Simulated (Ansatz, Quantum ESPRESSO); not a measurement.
# Ce3In (Pm-3m): zone-centre phonons, part 3 of 3

Which modes does Ce3In (Pm-3m) have at the zone centre?

Quantum ESPRESSO 7.5; DFT PBEsol, scalar-relativistic, plane waves, PseudoDojo norm-conserving, 4f in core pseudopotentials.

So far, lowest optical zone-centre mode (cm⁻¹): step 6 (modes with the sum rule) 62.8; step 8 (ASR crystal) 62.7.

### 9. A second program

A second program on the same cell, potentials, cutoff and meshes tests the implementation of the phonon response, not its convergence. Its k mesh is centred on Γ.

This step: DFT PBEsol, scalar-relativistic, plane waves, norm-conserving pseudopotentials, 4f in core (Ansatz 0.2.0).

File input.yaml:

```yaml
crystal:
  lattice:
    - [4.959643387, 0.0, 0.0]
    - [0.0, 4.959643387, 0.0]
    - [0.0, 0.0, 4.959643387]
  atoms:
    - { symbol: Ce, position: [0.5, 0.5, 0.0] }
    - { symbol: Ce, position: [0.5, 0.0, 0.5] }
    - { symbol: Ce, position: [0.0, 0.5, 0.5] }
    - { symbol: In, position: [0.0, 0.0, 0.0] }
kpoints:
  mp_grid: { grid: [6, 6, 6] }
hamiltonian:
  xc: pbesol
  pseudopotentials:
    kind: nc
    azcp: { Ce: "pseudopotentials/pbe/nc/lanthanide_3plus/Ce.nc.azcp" }
    accuracy: standard
scf:
  occupations: { method: cold, width: 0.27211 }
output:
  eigenvalues: true
basis:
  ecutwfc: 843.553
phonons:
  method: dfpt
```

Launch:

```
$ ansatz run input.yaml --threads 8 --pin off --max-ram 16384MiB --backend cpu --events-out ev --progress --plain --runs-dir out
```

Numbers of over 12 decimals in the logs are rounded to 6 here.

The log of the run:

```text
Warning: basis.ecutwfc = 843.553 eV is below the records' recommended 952.398519 eV, and the density's cutoff is lower with it unless basis.ecutrho_ratio is high enough to keep the records' density cutoff: compare with a run at a higher cutoff
Warning: <dir> the record states the generating functional pbe (its physics header spells it `PBE`), which answers neither for hamiltonian.xc's functional nor for the pbesol family's — results may be inconsistent (PPs are generated against a specific XC)
zone centre: on kpoints.mp_grid the ground state, and the responses unless they are solved on pairs of k-points, stand on 64 of the mesh's 216 k-points, reduced under 8 symmetry operations, with k and −k counted as one. Each operation leaves every solved displacement unchanged or reverses it
Engine: ansatz 0.2.0, aarch64-unknown-linux-gnu
Pseudopotentials: kind: nc
Pseudopotential: Ce, nc, valence charge 11, recommended cutoff 653.07327 eV (normal), <dir>
Pseudopotential: In, nc, valence charge 13, recommended cutoff 952.398519 eV (normal), In.nc.azcp (PseudoDojo's, or run here from an input of PseudoDojo's; its table is named by hamiltonian.pseudopotentials.accuracy)
Functional definition: PBEsol
  exchange = pbesol_x
  correlation = pbesol_c
Crystal: 4 atoms, lattice volume = 121.998 Å³
Basis set: ecut = 843.553 eV, 6763 PW (Γ), exchange–correlation on 96×96×96 points (8 copies of the dense FFT grid, shifted against one another)
Bands: 28, of which v1, the nominal top of the filled ones, is band 23 counted from 1 (22 counted from 0)
Symmetry: 48 space group operations
k-points: 64 of 216 (irreducible under 8 space group operations)
Non-local potential: Ce, projectors of the file, l = 0: 2, l = 1: 2, l = 2: 2, l = 3: 1
Non-local potential: In, projectors of the file, l = 0: 2, l = 1: 2, l = 2: 2
Initial density: superposition of atomic densities (chi_scale 0.1, normalization cell, long waves kept (reshape's long-wave potential 0.00 eV rms))
Initial wavefunctions: pseudopotential atomic-orbital guess
Functional: x = pbesol(κ = 0.804, μ = 0.123457), c = pbesol(β = 0.046)
SCF iter   1: F=—  HF=-4719.317530 eV  |F-HF|=—  |Δ(HF+E_count)|=         —  Δρ=4.50e-2  dr2=7.46e0  ethr=3.10e-3  ⟨swp⟩=5.2  Hψ=14815  notcnv=0
automatic band count: the SCF goes on with 33 bands, as 28 were too few: they end inside the smearing window of the response
preconditioner: auto → Kerker (q_TF=auto, 2.319 Å⁻¹)  [metal: Δε(μ)=0.031 eV  Ē_g=13.133 eV  σ=0.272 eV  W_gap=0.08  n_scr=26 (ndim 8)  ℏωp=21.3 eV  f_vac=0.000  D(μ)=5.48/eV (n_scr^D=56)]
SCF iter   2: F=—  HF=-4717.760291 eV  |F-HF|=—  |Δ(HF+E_count)|=    1.56e0  S|Δr|=    0.00e0  Δρ=2.17e-2  dr2=2.16e0  ethr=3.10e-3  ⟨swp⟩=2.0  Hψ=3439  notcnv=0  defer=48
SCF iter   3: F=—  HF=-4717.134557 eV  |F-HF|=—  |Δ(HF+E_count)|=   6.26e-1  S|Δr|=    0.00e0  Δρ=3.62e-3  dr2=4.90e-2  ethr=3.10e-3  ⟨swp⟩=2.0  Hψ=3033  notcnv=0  defer=50
SCF iter   4: F=—  HF=-4717.121845 eV  |F-HF|=—  |Δ(HF+E_count)|=   1.27e-2  S|Δr|=    0.00e0  Δρ=9.69e-4  dr2=2.13e-3  ethr=1.06e-4  ⟨swp⟩=2.4  Hψ=3196  notcnv=0  defer=165
SCF iter   5: F=—  HF=-4717.121272 eV  |F-HF|=—  |Δ(HF+E_count)|=   5.74e-4  S|Δr|=    0.00e0  Δρ=3.66e-4  dr2=1.70e-4  ethr=4.62e-6  ⟨swp⟩=2.0  Hψ=3233  notcnv=0  defer=165
SCF iter   6: F=—  HF=-4717.121240 eV  |F-HF|=—  |Δ(HF+E_count)|=   3.15e-5  S|Δr|=    0.00e0  Δρ=9.02e-5  dr2=1.17e-5  ethr=3.69e-7  ⟨swp⟩=2.6  Hψ=3324  notcnv=0  defer=165
SCF iter   7: F=—  HF=-4717.121230 eV  |F-HF|=—  |Δ(HF+E_count)|=   1.05e-5  S|Δr|=    0.00e0  Δρ=1.11e-5  dr2=3.02e-7  ethr=2.55e-8  ⟨swp⟩=2.5  Hψ=3441  notcnv=0  defer=165
SCF iter   8: F=—  HF=-4717.121408 eV  |F-HF|=—  |Δ(HF+E_count)|=   1.78e-4  S|Δr|=    0.00e0  Δρ=2.89e-6  dr2=7.00e-9  ethr=6.55e-10  ⟨swp⟩=3.7  Hψ=4772  notcnv=0  defer=165
SCF iter   9: F=—  HF=-4717.121408 eV  |F-HF|=—  |Δ(HF+E_count)|=  3.55e-11  S|Δr|=    0.00e0  Δρ=3.24e-7  dr2=1.15e-10  ethr=1.52e-11  ⟨swp⟩=2.8  Hψ=3730  notcnv=0  defer=165
SCF iter  10: F=-4717.121408 eV  HF=-4717.121408 eV  |F-HF|=1.82e-12  |Δ(HF+E_count)|=  5.91e-11  S|Δr|=    0.00e0  Δρ=5.87e-8  dr2=3.41e-12  ethr=1.00e-12  ⟨swp⟩=17.0  Hψ=15706  notcnv=0
SCF 1 converged in 10 iterations: F = -4717.121408 eV  dr2 = 3.41e-12
DFPT response loops at Γ: preconditioner auto → Kerker (q_TF=auto, 2.319 Å⁻¹) (partly filled bands, converged f_vac=0.000); β = 1.00, the filter's whole step (`scf.mixing.beta` (0.50) is not read by the response loops under this deck's `scf.mixing.preconditioner`; to damp them name `kerker` or `kerker_dos`, under which they read `scf.mixing.beta`, and type it under 1.00, their step now; both keys bind the ground state too); Broyden in place of MSR1
SCF converged after 10 iterations
Stability not checked: this state was not tested for a lower state beside it, because cold or Methfessel-Paxton smearing, or corrected tetrahedra, fill the levels in a way that the test cannot read (fill_not_monotonic; see scf.lower_state_search)
Free energy (F): -4717.121408 eV
Harris-Foulkes:  -4717.121408 eV  (|F-HF|=1.82e-12)
Internal energy: -4717.098329 eV  (E = F + TS)
E sigma→0 (E₀):  -4717.113715 eV
Entropy (-TS):   -0.023079 eV (-5.770 meV/atom)
Fermi energy:    12.089858 eV
--- Per-component energies (eV) ---
  E_band       = -120.593956
  E_kinetic    = 1817.839806
  E_local      = -2292.055242  (includes V_loc(G=0)·N_el)
  E_nonlocal   = -203.020521
  E_hartree    = 691.056926
  E_xc         = -1200.202806
  E_vxc        = -825.471854  (∫ρ·V_xc dr)
  E_ewald      = -3530.716492
  E_smearing   = -0.023079  (= −TS)
  E_closure    = -0.000000  (closes the sum)
  Σ components = -4717.121408   (vs F -4717.121408, Δ=0.00e0)
--- Band table (eV; the first three rows and the last of 64) ---
  k-point 0: bands = [... 19 lower, 11.0154, 11.0154, 11.0721, 11.0721, 11.0721, 13.6156, 13.6156, 13.6156, ... 6 higher]
  k-point 1: bands = [... 19 lower, 10.7518, 11.1601, 11.1807, 11.1807, 11.3150, 13.2607, 13.2954, 13.2954, ... 6 higher]
  k-point 2: bands = [... 19 lower, 10.2918, 11.2956, 11.2956, 11.3692, 12.1134, 13.3195, 13.3195, 13.3839, ... 6 higher]
  k-point 63: bands = [... 19 lower, 10.7884, 10.7884, 12.4836, 12.4836, 12.4836, 13.3915, 13.3915, 13.3915, ... 6 higher]
--- Phonons (Γ-DFPT): 3 representative perturbations + reference, on 64 of 216 k-points (Σ response iterations 9) ---
  k mesh reduced under 8 symmetry operations, with k and −k counted as one. Each operation leaves every solved displacement unchanged or reverses it
  ASR residual: 1.455e-4 → 0.000e0 eV/Å²; symmetrization residual: 1.265e-4 eV/Å²
  ASR residual per site (eV/Å²): 1.45e-4 1.45e-4 1.45e-4 1.42e-4
  Γ frequencies (cm⁻¹): 0.00 0.00 0.00 62.44 62.44 62.44 91.74 91.74 91.74 127.58 127.58 127.58
  non-analytic LO–TO correction: not included (Born effective charges unavailable; polar crystals: no LO–TO splitting at Γ)
```

Elapsed: 30 s, on 8 threads of Arm Neoverse V1, shared host; peak memory 2.3 GiB; 3.8 min of CPU time.

Read from the output:

* sum-rule residual before enforcement: 1.45e-4 eV/Å²
* highest optical zone-centre mode (no LO-TO term): 127.6 cm⁻¹
* lowest optical zone-centre mode: 62.44 cm⁻¹

### 10. The two compared: QE PseudoDojo and Ansatz, PseudoDojo

Worked out from the results:

```
root-mean-square difference : 0.53 cm⁻¹
largest difference          : 0.72 cm⁻¹
```

Frequencies side by side, by row:

| q (reciprocal lattice) | mode | QE PseudoDojo (cm⁻¹) | Ansatz, PseudoDojo (cm⁻¹) |
| --- | --- | --- | --- |
| 0 0 0 | 1 | 0 | 0 |
| 0 0 0 | 2 | 0 | 0 |
| 0 0 0 | 3 | 0 | 0 |
| 0 0 0 | 4 | 62.83 | 62.44 |
| 0 0 0 | 5 | 62.83 | 62.44 |
| 0 0 0 | 6 | 62.83 | 62.44 |
| 0 0 0 | 7 | 92.46 | 91.74 |
| 0 0 0 | 8 | 92.46 | 91.74 |
| 0 0 0 | 9 | 92.46 | 91.74 |
| 0 0 0 | 10 | 128 | 127.6 |
| 0 0 0 | 11 | 128 | 127.6 |
| 0 0 0 | 12 | 128 | 127.6 |

At the zone centre the largest difference (acoustic modes at Γ apart) is 0.6 % of the highest mode.

### 11. Results

| Item | Value |
| --- | --- |
| space group after relaxation | Pm-3m |
| volume per atom | 30.5 Å³ |
| highest optical zone-centre mode (no LO-TO term) | 128.0 cm⁻¹ |
| lowest optical zone-centre mode | 62.8 cm⁻¹ |
| imaginary optical modes at the zone centre (no q mesh in this session) | none |
| largest difference from Ansatz, PseudoDojo | 0.72 cm⁻¹ |

**Reading.** At the PBEsol level the optical modes of Ce3In (Pm-3m) at the zone centre run from 63 to 128 cm⁻¹. Of the 9 optical modes, 3 are silent and 6 are infrared active alone. QE PseudoDojo and Ansatz, PseudoDojo agree to 0.72 cm⁻¹ (0.6 % of the highest mode compared) on all solved modes but the acoustic ones at Γ, without the LO-TO term. These are harmonic frequencies at zero temperature: anharmonic shifts and linewidths and thermal expansion are left out. Spin-orbit coupling is left out, which can matter for the heavy elements here. In a metal the frequencies hang on the k mesh and the smearing, most of all near Kohn anomalies. The 4f electrons are frozen in the core as for a trivalent ion, in files made for PBE, so their moments and any magnetic order are left out. The relaxation ran at 62 Ry, under the 70 Ry recommended for these files; the stress of so short a basis can leave the cell about one per cent too small. Ansatz warns that the cutoff lies 11 % under the one recommended for these files; agreement at one cutoff is not convergence. The structure comes from a database and need not be the phase that is stable at ambient conditions.

[Host names and launcher messages were left out of these logs when they were recorded.]

[Logs are printed without paths, hosts, clocks, repeated set-up lines and the standing remarks that a program may print on its own settings, such as how far it seeks lower states.]

[Hosts, paths, dates, database ids (printed as entryN), source tags and the programs' standing remarks are cut or masked in the printed files.]
